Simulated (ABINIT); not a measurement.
**SrAlGeH (P3m1): G0W0 with ABINIT, start to end**

Aim: the G0W0 gap of SrAlGeH (P3m1) on LDA, step by step.

Program: ABINIT 10.8.3. Level of theory: LDA and many-body steps on it, plane waves. Results are calculated unless marked as measured.

## (1) Set-up

It takes space group P3m1 (No. 156, trigonal). The conventional cell has a = 4.266 Å, b = 4.266 Å, c = 4.967 Å, α = 90.00°, β = 90.00°, γ = 120.00°. Sr has 3 H at 2.51 Å nearest. Nearest to Al lie 1 H at 1.75 Å and 3 Ge at 2.52 Å. Nearest to Ge lie 3 Al at 2.52 Å. Nearest to H lie 1 Al at 1.75 Å and 3 Sr at 2.51 Å. Farther neighbours are not listed.

The cell and positions are those that the Materials Project relaxed with its own functionals (PBE, PBE+U or r2SCAN), kept fixed.

## (2) Ground state

This step: ABINIT 10.8.3; DFT, LDA, plane waves, norm-conserving pseudopotentials.

The ground-state density comes first.

run.abi reads:

```
acell 3*1.0 Angstrom
rprim 
  4.265790426783 0.000000000004 0.000000000000
  -2.132895213395 3.694282876813 0.000000000000
  0.000000000000 0.000000000000 4.967268000000
ntypat 4
znucl 38 13 32 1
natom 4
typat 1 2 3 4
xred 
  0.333333333333 0.666666666667 0.004601000000
  -0.000000000000 0.000000000000 0.458049000000
  0.666666666667 0.333333333333 0.561296000000
  -0.000000000000 0.000000000000 0.105252000000
pp_dirpath "pseudos"
pseudos "Sr.upf, Al.upf, Ge.upf, H.upf"
ecut 56
ngkpt 6 6 4
nshiftk 1
shiftk 0 0 0
kptopt 1
chksymbreak 0
nband 24
occopt 1
tolvrs 1e-10
nstep 60
prtwf 0
optforces 0
optstress 0
indata_prefix "in"
outdata_prefix "out"
tmpdata_prefix "tmp"
```

Started as:

```sh
> OMP_NUM_THREADS=1 mpirun -n 8 abinit run.abi > log
```

Numbers of over 12 decimals in the logs are rounded to 6 here.

What it wrote:

```text
.Version 10.8.3 of ABINIT. v10.8.2 released Aug 2026.

 Symmetries : space group P3 m 1 (#156); Bravais hP (primitive hexag.)
================================================================================
 Values of the parameters that define the memory need of the present run
     intxc =       0    ionmov =       0      iscf =       7    lmnmax =       6
     lnmax =       6     mgfft =      64  mpssoang =       3    mqgrid =    3163
     natom =       4  nloc_mem =       1    nspden =       1   nspinor =       1
    nsppol =       1      nsym =       6    n1xccc =    2501    ntypat =       4
    occopt =       1   xclevel =       1
-    mband =          24        mffmem =           1         mkmem =           3
       mpw =       10616          nfft =      230400          nkpt =          24
================================================================================
  Rough estimation (10% accuracy) of disk space for files :
================================================================================

--------------------------------------------------------------------------------
------------- Echo of variables that govern the present computation ------------
--------------------------------------------------------------------------------
 -outvars: echo values of preprocessed input variables --------
            acell      1.8897261259E+00  1.8897261259E+00  1.8897261259E+00 Bohr

      chksymbreak           0
             ecut      5.60000000E+01 Hartree
-          fftalg         312

              ixc       -1012
              kpt      0.00000000E+00  0.00000000E+00  0.00000000E+00
                       1.66666667E-01  0.00000000E+00  0.00000000E+00
                       3.33333333E-01  0.00000000E+00  0.00000000E+00
                       5.00000000E-01  0.00000000E+00  0.00000000E+00
                       1.66666667E-01  1.66666667E-01  0.00000000E+00
                       3.33333333E-01  1.66666667E-01  0.00000000E+00
                       3.33333333E-01  3.33333333E-01  0.00000000E+00
                       0.00000000E+00  0.00000000E+00  2.50000000E-01
                       1.66666667E-01  0.00000000E+00  2.50000000E-01
   [... 13 further rows ...]
                       3.33333333E-01  1.66666667E-01  5.00000000E-01
                       3.33333333E-01  3.33333333E-01  5.00000000E-01
         kptrlatt        6    0    0      0    6    0      0    0    4
          kptrlen      3.75471045E+01
P           mkmem           3
            natom           4
            nband          24
            ngfft          60      60      64
             nkpt          24
            nstep          60
             nsym           6
           ntypat           4
              occ      2.000000  2.000000  2.000000  2.000000  2.000000  2.000000
                       2.000000  2.000000  2.000000  2.000000  2.000000  2.000000
                       2.000000  2.000000  2.000000  2.000000  2.000000  2.000000
                       0.000000  0.000000  0.000000  0.000000  0.000000  0.000000
        optforces           0
        optstress           0
            prtwf           0
            rprim      4.2657904268E+00  4.0000000000E-12  0.0000000000E+00
[...]
spgroup         156

           tolvrs      1.00000000E-10

             xred      3.3333333333E-01  6.6666666667E-01  4.6010000000E-03
[...]
znucl       38.00000   13.00000   32.00000    1.00000

================================================================================

 chkinp: Checking input parameters for consistency.

================================================================================
== DATASET  1 ==================================================================
-   mpi_nproc: 8, omp_nthreads: 1 (-1 if OMP is not activated)

--- !DatasetInfo
iteration_state: {dtset: 1, }
dimensions: {natom: 4, nkpt: 24, mband: 24, nsppol: 1, nspinor: 1, nspden: 1, mpw: 10616, }
cutoff_energies: {ecut:  56.0, pawecutdg:  -1.0, }
electrons: {nelect:   3.60000000E+01, charge:   0.00000000E+00, occopt:   1.00000000E+00, tsmear:   1.00000000E-02, }

 Real(R)+Recip(G) space primitive vectors, cartesian coordinates (Bohr,Bohr^-1):
 R(1)=  8.0611756  0.0000000  0.0000000  G(1)=  0.1240514  0.0716211  0.0000000
 R(2)= -4.0305878  6.9811829  0.0000000  G(2)=  0.0000000  0.1432422  0.0000000
 R(3)=  0.0000000  0.0000000  9.3867761  G(3)=  0.0000000  0.0000000  0.1065328
 Unit cell volume ucvol=  5.2825529E+02 bohr^3
 Angles (23,13,12)=  9.00000000E+01  9.00000000E+01  1.20000000E+02 degrees

 getcut: wavevector=  0.0000  0.0000  0.0000  ngfft=  60  60  64
         ecut(hartree)=     56.000   => boxcut(ratio)=   2.02397

--- Pseudopotential description ------------------------------------------------
- Sr Generated using ONCVPSP code by D. R. Hamann
- 38.00000  10.00000  180309                  znucl, zion, pspdat
12 -1012 2 -1 1812                            pspcod,pspxc,lmax,lloc,mmax
     nproj     2     2     2
  pspatm : epsatm=   12.22067766
         --- l  ekb(1:nproj) -->
[...]
pspatm: atomic psp has been read  and splines computed

- Al Generated using ONCVPSP code by D. R. Hamann
- 13.00000   3.00000  180309                  znucl, zion, pspdat
12 -1012 2 -1 1854                            pspcod,pspxc,lmax,lloc,mmax
     nproj     2     2     2
  pspatm : epsatm=    0.57439143
         --- l  ekb(1:nproj) -->
[...]
pspatm: atomic psp has been read  and splines computed

- Ge Generated using ONCVPSP code by D. R. Hamann
- 32.00000  22.00000  201201                  znucl, zion, pspdat
12 -1012 2 -1 1524                            pspcod,pspxc,lmax,lloc,mmax
     nproj     2     2     2
  pspatm : epsatm=   22.63792625
         --- l  ekb(1:nproj) -->
[...]
pspatm: atomic psp has been read  and splines computed

- H Generated using ONCVPSP code by D. R. Hamann
-  1.00000   1.00000  180309                  znucl, zion, pspdat
12 -1012 1 -1 1180                            pspcod,pspxc,lmax,lloc,mmax
     nproj     2     1     0
  pspatm : epsatm=    0.35439867
         --- l  ekb(1:nproj) -->
[...]
1   -0.275071
 pspatm: atomic psp has been read  and splines computed

   1.28834618E+03                                ecore*ucvol(ha*bohr**3)
--------------------------------------------------------------------------------

_setup2: Arith. and geom. avg. npw (full set) are   10574.632   10574.620

================================================================================

--- !BeginCycle
iteration_state: {dtset: 1, }
solver: {iscf: 7, nstep: 60, nline: 4, wfoptalg: 0, }
tolerances: {tolvrs: 1.00E-10, }

     iter   Etot(hartree)      deltaE(h)  residm     vres2
 ETOT  1  -313.27617262223    -3.133E+02 1.128E+00 4.667E+03
 ETOT  2  -315.72453200246    -2.448E+00 4.943E-02 1.101E+04
 ETOT  3  -316.57555873303    -8.510E-01 2.790E-02 2.044E+03
 ETOT  4  -316.69735006144    -1.218E-01 2.198E-02 5.432E+02
 ETOT  5  -316.74275574556    -4.541E-02 4.128E-02 7.693E+00
 ETOT  6  -316.74325477600    -4.990E-04 2.946E-03 9.113E-03
 ETOT  7  -316.74325578198    -1.006E-06 2.864E-03 9.740E-04
 ETOT  8  -316.74325566404     1.179E-07 2.269E-03 2.096E-03
 ETOT  9  -316.74325582889    -1.648E-07 8.431E-04 1.807E-04
 ETOT 10  -316.74325584462    -1.573E-08 1.159E-03 7.570E-08
 ETOT 11  -316.74325584468    -5.809E-11 4.196E-04 1.202E-08
 ETOT 12  -316.74325584465     2.677E-11 6.097E-04 1.469E-09
 ETOT 13  -316.74325584466    -1.029E-11 4.158E-04 1.738E-11

 At SCF step   13       vres2   =  1.74E-11 < tolvrs=  1.00E-10 =>converged.

--- !ResultsGS
iteration_state: {dtset: 1, }
comment   : Summary of ground state results
lattice_vectors:
- [  8.0611756,   0.0000000,   0.0000000, ]
- [ -4.0305878,   6.9811829,   0.0000000, ]
- [  0.0000000,   0.0000000,   9.3867761, ]
lattice_lengths: [   8.06118,    8.06118,    9.38678, ]
lattice_angles: [ 90.000,  90.000, 120.000, ] # degrees, (23, 13, 12)
lattice_volume:   5.2825529E+02
convergence: {deltae: -1.029E-11, res2:  1.738E-11, residm:  4.158E-04, diffor:  0.000E+00, }
etotal    :  -3.16743256E+02
entropy   :   0.00000000E+00
fermie    :   2.19978724E-01
cartesian_stress_tensor: null
pressure_GPa: null
xred      :
- [  3.3333E-01,   6.6667E-01,   4.6010E-03, Sr]
- [ -3.3325E-13,   3.3344E-13,   4.5805E-01, Al]
- [  6.6667E-01,   3.3333E-01,   5.6130E-01, Ge]
- [ -3.3325E-13,   3.3344E-13,   1.0525E-01,  H]
cartesian_forces: null
force_length_stats: {min: null, max: null, mean: null, }

 Integrated electronic density in atomic spheres:
 ------------------------------------------------
 Atom  Sphere_radius  Integrated_density
[...]
4        2.00000          1.35512853
================================================================================

 ----iterations are completed or convergence reached----

 Mean square residual over all n,k,spin=   22.876E-07; max=  41.579E-05
 reduced coordinates (array xred) for    4 atoms
       0.333333333333      0.666666666667      0.004601000000
      -0.000000000000      0.000000000000      0.458049000000
       0.666666666666      0.333333333334      0.561296000000
      -0.000000000000      0.000000000000      0.105252000000
 rms dE/dt=  0.0000E+00; max dE/dt=  0.0000E+00; dE/dt below (all hartree)
    1       0.000000000000      0.000000000000      0.000000000000
    2       0.000000000000      0.000000000000      0.000000000000
    3       0.000000000000      0.000000000000      0.000000000000
    4       0.000000000000      0.000000000000      0.000000000000

 cartesian coordinates (angstrom) at end:
    1     -4.47e-12     2.462855     0.022854
    2     -2.13e-12     1.23e-12     2.275252
    3      2.132895     1.231428     2.788108
    4     -2.13e-12     1.23e-12     0.522815
 length scales=  1.889726125908  1.889726125908  1.889726125908 bohr
              =  1.000000000000  1.000000000000  1.000000000000 angstroms
 prteigrs : about to open file out_EIG
 Fermi (or HOMO) energy (hartree) =   0.21998   Average Vxc (hartree)=  -0.35968
 Eigenvalues (hartree) for nkpt=  24  k points:
 kpt#   1, nband= 24, wtk=  0.00694, kpt=  0.0000  0.0000  0.0000 (reduced coord)
  -5.72485   -3.80103   -3.80103   -3.80016   -1.07059   -0.64903   -0.64903   -0.64729
  -0.64729   -0.64711   -0.41389   -0.40796   -0.40796   -0.14169    0.05007    0.16781
   0.19829    0.19829    0.26518    0.33497    0.33497    0.38002    0.38270    0.38439
 prteigrs : prtvol=0 or 1, do not print more k-points.

--- !EnergyTerms
iteration_state     : {dtset: 1, }
comment             : Components of total free energy in Hartree
kinetic             :  1.44156126873204E+02
hartree             :  1.44846578821129E+02
xc                  : -3.69196103781019E+01
Ewald energy        : -1.31309861845533E+02
psp_core            :  2.43887037889466E+00
local_psp           : -3.73753763019574E+02
non_local_psp       : -6.62015966746802E+01
total_energy        : -3.16743255844662E+02
total_energy_eV     : -8.61902307559866E+03
band_energy         : -4.46231231332912E+01

== END DATASET(S) ==============================================================
================================================================================

 -outvars: echo values of variables after computation  --------
           etotal     -3.1674325584E+02
            nband          24
             nkpt          24
          spgroup         156
 [... the other variables as echoed above ...]

 Calculation completed.
```

Elapsed: 46 s, on 8 MPI ranks of Arm Neoverse V1, shared host; peak memory 0.98 GiB; 6.1 min of CPU time.

This step gave:

```yaml
total_energy: -8619.0231 eV
gap: 0.6637 eV
k_of_the_valence_top: 0, 0, 0.5
k_of_the_conduction_bottom: 0.5, 0, 0
least_direct_gap: 1.321 eV
```

The gap is indirect, with the least direct gap 0.66 eV higher.

## (3) Empty states on the mesh, 3×3×2 mesh, 75 bands

The sums over transitions need many empty states on a uniform mesh; this step solves for them.

Changes to run.abi since step 2:

```diff
@@ -17,3 +17,3 @@
 ecut 56
-ngkpt 6 6 4
+ngkpt 3 3 2
 nshiftk 1
@@ -22,9 +22,10 @@
 chksymbreak 0
-nband 24
-occopt 1
-tolvrs 1e-10
+iscf -2
+irdden 1
+istwfk *1
+nband 75
+nbdbuf 6
+tolwfr 1e-09
 nstep 60
-prtwf 0
-optforces 0
-optstress 0
+prtvol 0
 indata_prefix "in"
```

Started as:

```sh
> OMP_NUM_THREADS=1 mpirun -n 6 abinit run.abi > log
```

What it wrote:

```text
.Version 10.8.3 of ABINIT. v10.8.2 released Aug 2026.

 Symmetries : space group P3 m 1 (#156); Bravais hP (primitive hexag.)
[... echo of the input left out ...]
== DATASET  1 ==================================================================
-   mpi_nproc: 6, omp_nthreads: 1 (-1 if OMP is not activated)

--- !DatasetInfo
iteration_state: {dtset: 1, }
dimensions: {natom: 4, nkpt: 6, mband: 75, nsppol: 1, nspinor: 1, nspden: 1, mpw: 10645, }
cutoff_energies: {ecut:  56.0, pawecutdg:  -1.0, }
electrons: {nelect:   3.60000000E+01, charge:   0.00000000E+00, occopt:   1.00000000E+00, tsmear:   1.00000000E-02, }

 Real(R)+Recip(G) space primitive vectors, cartesian coordinates (Bohr,Bohr^-1):
 R(1)=  8.0611756  0.0000000  0.0000000  G(1)=  0.1240514  0.0716211  0.0000000
 R(2)= -4.0305878  6.9811829  0.0000000  G(2)=  0.0000000  0.1432422  0.0000000
 R(3)=  0.0000000  0.0000000  9.3867761  G(3)=  0.0000000  0.0000000  0.1065328
 Unit cell volume ucvol=  5.2825529E+02 bohr^3
 Angles (23,13,12)=  9.00000000E+01  9.00000000E+01  1.20000000E+02 degrees

 getcut: wavevector=  0.0000  0.0000  0.0000  ngfft=  60  60  64
         ecut(hartree)=     56.000   => boxcut(ratio)=   2.02397

--- Pseudopotential description ------------------------------------------------
- Sr Generated using ONCVPSP code by D. R. Hamann
- 38.00000  10.00000  180309                  znucl, zion, pspdat
12 -1012 2 -1 1812                            pspcod,pspxc,lmax,lloc,mmax
     nproj     2     2     2
  pspatm : epsatm=   12.22067766
         --- l  ekb(1:nproj) -->
             0   10.067142    1.054393
             1    7.520551    1.675795
             2    4.085003    0.971115
 pspatm: atomic psp has been read  and splines computed

- Al Generated using ONCVPSP code by D. R. Hamann
- 13.00000   3.00000  180309                  znucl, zion, pspdat
12 -1012 2 -1 1854                            pspcod,pspxc,lmax,lloc,mmax
     nproj     2     2     2
  pspatm : epsatm=    0.57439143
         --- l  ekb(1:nproj) -->
[...]
pspatm: atomic psp has been read  and splines computed

- Ge Generated using ONCVPSP code by D. R. Hamann
- 32.00000  22.00000  201201                  znucl, zion, pspdat
12 -1012 2 -1 1524                            pspcod,pspxc,lmax,lloc,mmax
     nproj     2     2     2
  pspatm : epsatm=   22.63792625
         --- l  ekb(1:nproj) -->
[...]
pspatm: atomic psp has been read  and splines computed

- H Generated using ONCVPSP code by D. R. Hamann
-  1.00000   1.00000  180309                  znucl, zion, pspdat
12 -1012 1 -1 1180                            pspcod,pspxc,lmax,lloc,mmax
     nproj     2     1     0
  pspatm : epsatm=    0.35439867
         --- l  ekb(1:nproj) -->
[...]
1   -0.275071
 pspatm: atomic psp has been read  and splines computed

[...]
prteigrs : about to open file out_EIG
 Non-SCF case, kpt    1 (  0.00000  0.00000  0.00000), residuals and eigenvalues=
  9.17E-10  7.89E-10  2.15E-10  7.19E-10  4.32E-10  2.48E-10  3.89E-10  3.58E-10
  6.24E-10  2.70E-10  3.68E-10  2.08E-10  4.81E-10  7.14E-10  8.39E-10  4.22E-10
  2.81E-10  5.81E-10  3.37E-10  2.70E-10  7.93E-10  4.41E-10  8.58E-10  4.14E-10
[...]
-5.7248E+00 -3.8010E+00 -3.8010E+00 -3.8002E+00 -1.0706E+00 -6.4903E-01
 -6.4903E-01 -6.4729E-01 -6.4729E-01 -6.4711E-01 -4.1389E-01 -4.0796E-01
 -4.0796E-01 -1.4169E-01  5.0066E-02  1.6781E-01  1.9829E-01  1.9829E-01
[...]
1.3433E+00  1.3621E+00  1.3755E+00  1.4195E+00  1.4195E+00  1.4542E+00
  1.4542E+00  1.4728E+00  1.4728E+00  1.4922E+00  1.5024E+00  1.5024E+00
[...]
prteigrs : prtvol=0 or 1, do not print more k-points.

--- !ResultsGS
iteration_state: {dtset: 1, }
comment   : Summary of ground state results
lattice_vectors:
- [  8.0611756,   0.0000000,   0.0000000, ]
- [ -4.0305878,   6.9811829,   0.0000000, ]
- [  0.0000000,   0.0000000,   9.3867761, ]
lattice_lengths: [   8.06118,    8.06118,    9.38678, ]
lattice_angles: [ 90.000,  90.000, 120.000, ] # degrees, (23, 13, 12)
lattice_volume:   5.2825529E+02
convergence: {deltae:  0.000E+00, res2:  0.000E+00, residm:  9.978E-10, diffor:  0.000E+00, }
etotal    :  -3.16743256E+02
entropy   :   0.00000000E+00
fermie    :   2.19978724E-01
cartesian_stress_tensor: null
pressure_GPa: null
xred      :
- [  3.3333E-01,   6.6667E-01,   4.6010E-03, Sr]
- [ -3.3325E-13,   3.3344E-13,   4.5805E-01, Al]
- [  6.6667E-01,   3.3333E-01,   5.6130E-01, Ge]
- [ -3.3325E-13,   3.3344E-13,   1.0525E-01,  H]
cartesian_forces: null
force_length_stats: {min: null, max: null, mean: null, }

 Integrated electronic density in atomic spheres:
 ------------------------------------------------
 Atom  Sphere_radius  Integrated_density
[...]
================================================================================

 ----iterations are completed or convergence reached----

 Mean square residual over all n,k,spin=   53.942E-11; max=  99.777E-11
 reduced coordinates (array xred) for    4 atoms
[...]
-0.000000000000      0.000000000000      0.105252000000

 cartesian coordinates (angstrom) at end:
    1     -4.47e-12     2.462855     0.022854
    2     -2.13e-12     1.23e-12     2.275252
    3      2.132895     1.231428     2.788108
    4     -2.13e-12     1.23e-12     0.522815
 length scales=  1.889726125908  1.889726125908  1.889726125908 bohr
              =  1.000000000000  1.000000000000  1.000000000000 angstroms
 prteigrs : about to open file out_EIG
 Eigenvalues (hartree) for nkpt=   6  k points:
 kpt#   1, nband= 75, wtk=  0.05556, kpt=  0.0000  0.0000  0.0000 (reduced coord)
[...]
1.30835    1.30835    1.31049    1.31049    1.34325    1.36213    1.37554    1.41947
   1.41947    1.45425    1.45425    1.47275    1.47275    1.49217    1.50243    1.50243
   1.51925    1.53588    1.53600
 prteigrs : prtvol=0 or 1, do not print more k-points.

== END DATASET(S) ==============================================================
================================================================================

 -outvars: echo values of variables after computation  --------
            nband          75
             nkpt           6
          spgroup         156
 [... the other variables as echoed above ...]

 Calculation completed.
```

The job ended after 29 s (6 MPI ranks; peak memory 0.61 GiB; 2.9 min of CPU time).

This step gave:

```yaml
gap: 1.012 eV
k_of_the_valence_top: 0, 0, 0.5
k_of_the_conduction_bottom: 0.3333, 0, 0
least_direct_gap: 1.330 eV
k_points_computed: 6
lowest_point_of_the_top_converged_band_above_the_valence_top: 34.09 eV
```

On this mesh the gap is 1.012 eV. The earlier step found 0.664 eV, so this mesh misses an edge.

(Part 1 of 2 ends here.)

[Paths, hosts, dates, memory and timing lines, banners, echoed tables and standing remarks are left out of the program output.]

[Logs are printed without paths, hosts, clocks, repeated set-up lines and the standing remarks that a program may print on its own settings, such as how far it seeks lower states.]

[Runs of the session that timed out or met a known fault of the program may be left out.]

[Hosts, paths, dates, database ids (printed as entryN), source tags and the programs' standing remarks are cut or masked in the printed files.]

[G0W0 gaps are taken among the corrected bands and points alone; a level outside them can change the order at an edge.]

[Where Ansatz stands beside ABINIT at settings called matched, ABINIT's density can come from a denser mesh and the files from another edition; pairs whose starting gaps differed by over 0.03 eV were left out, so agreement reads better than it is.]
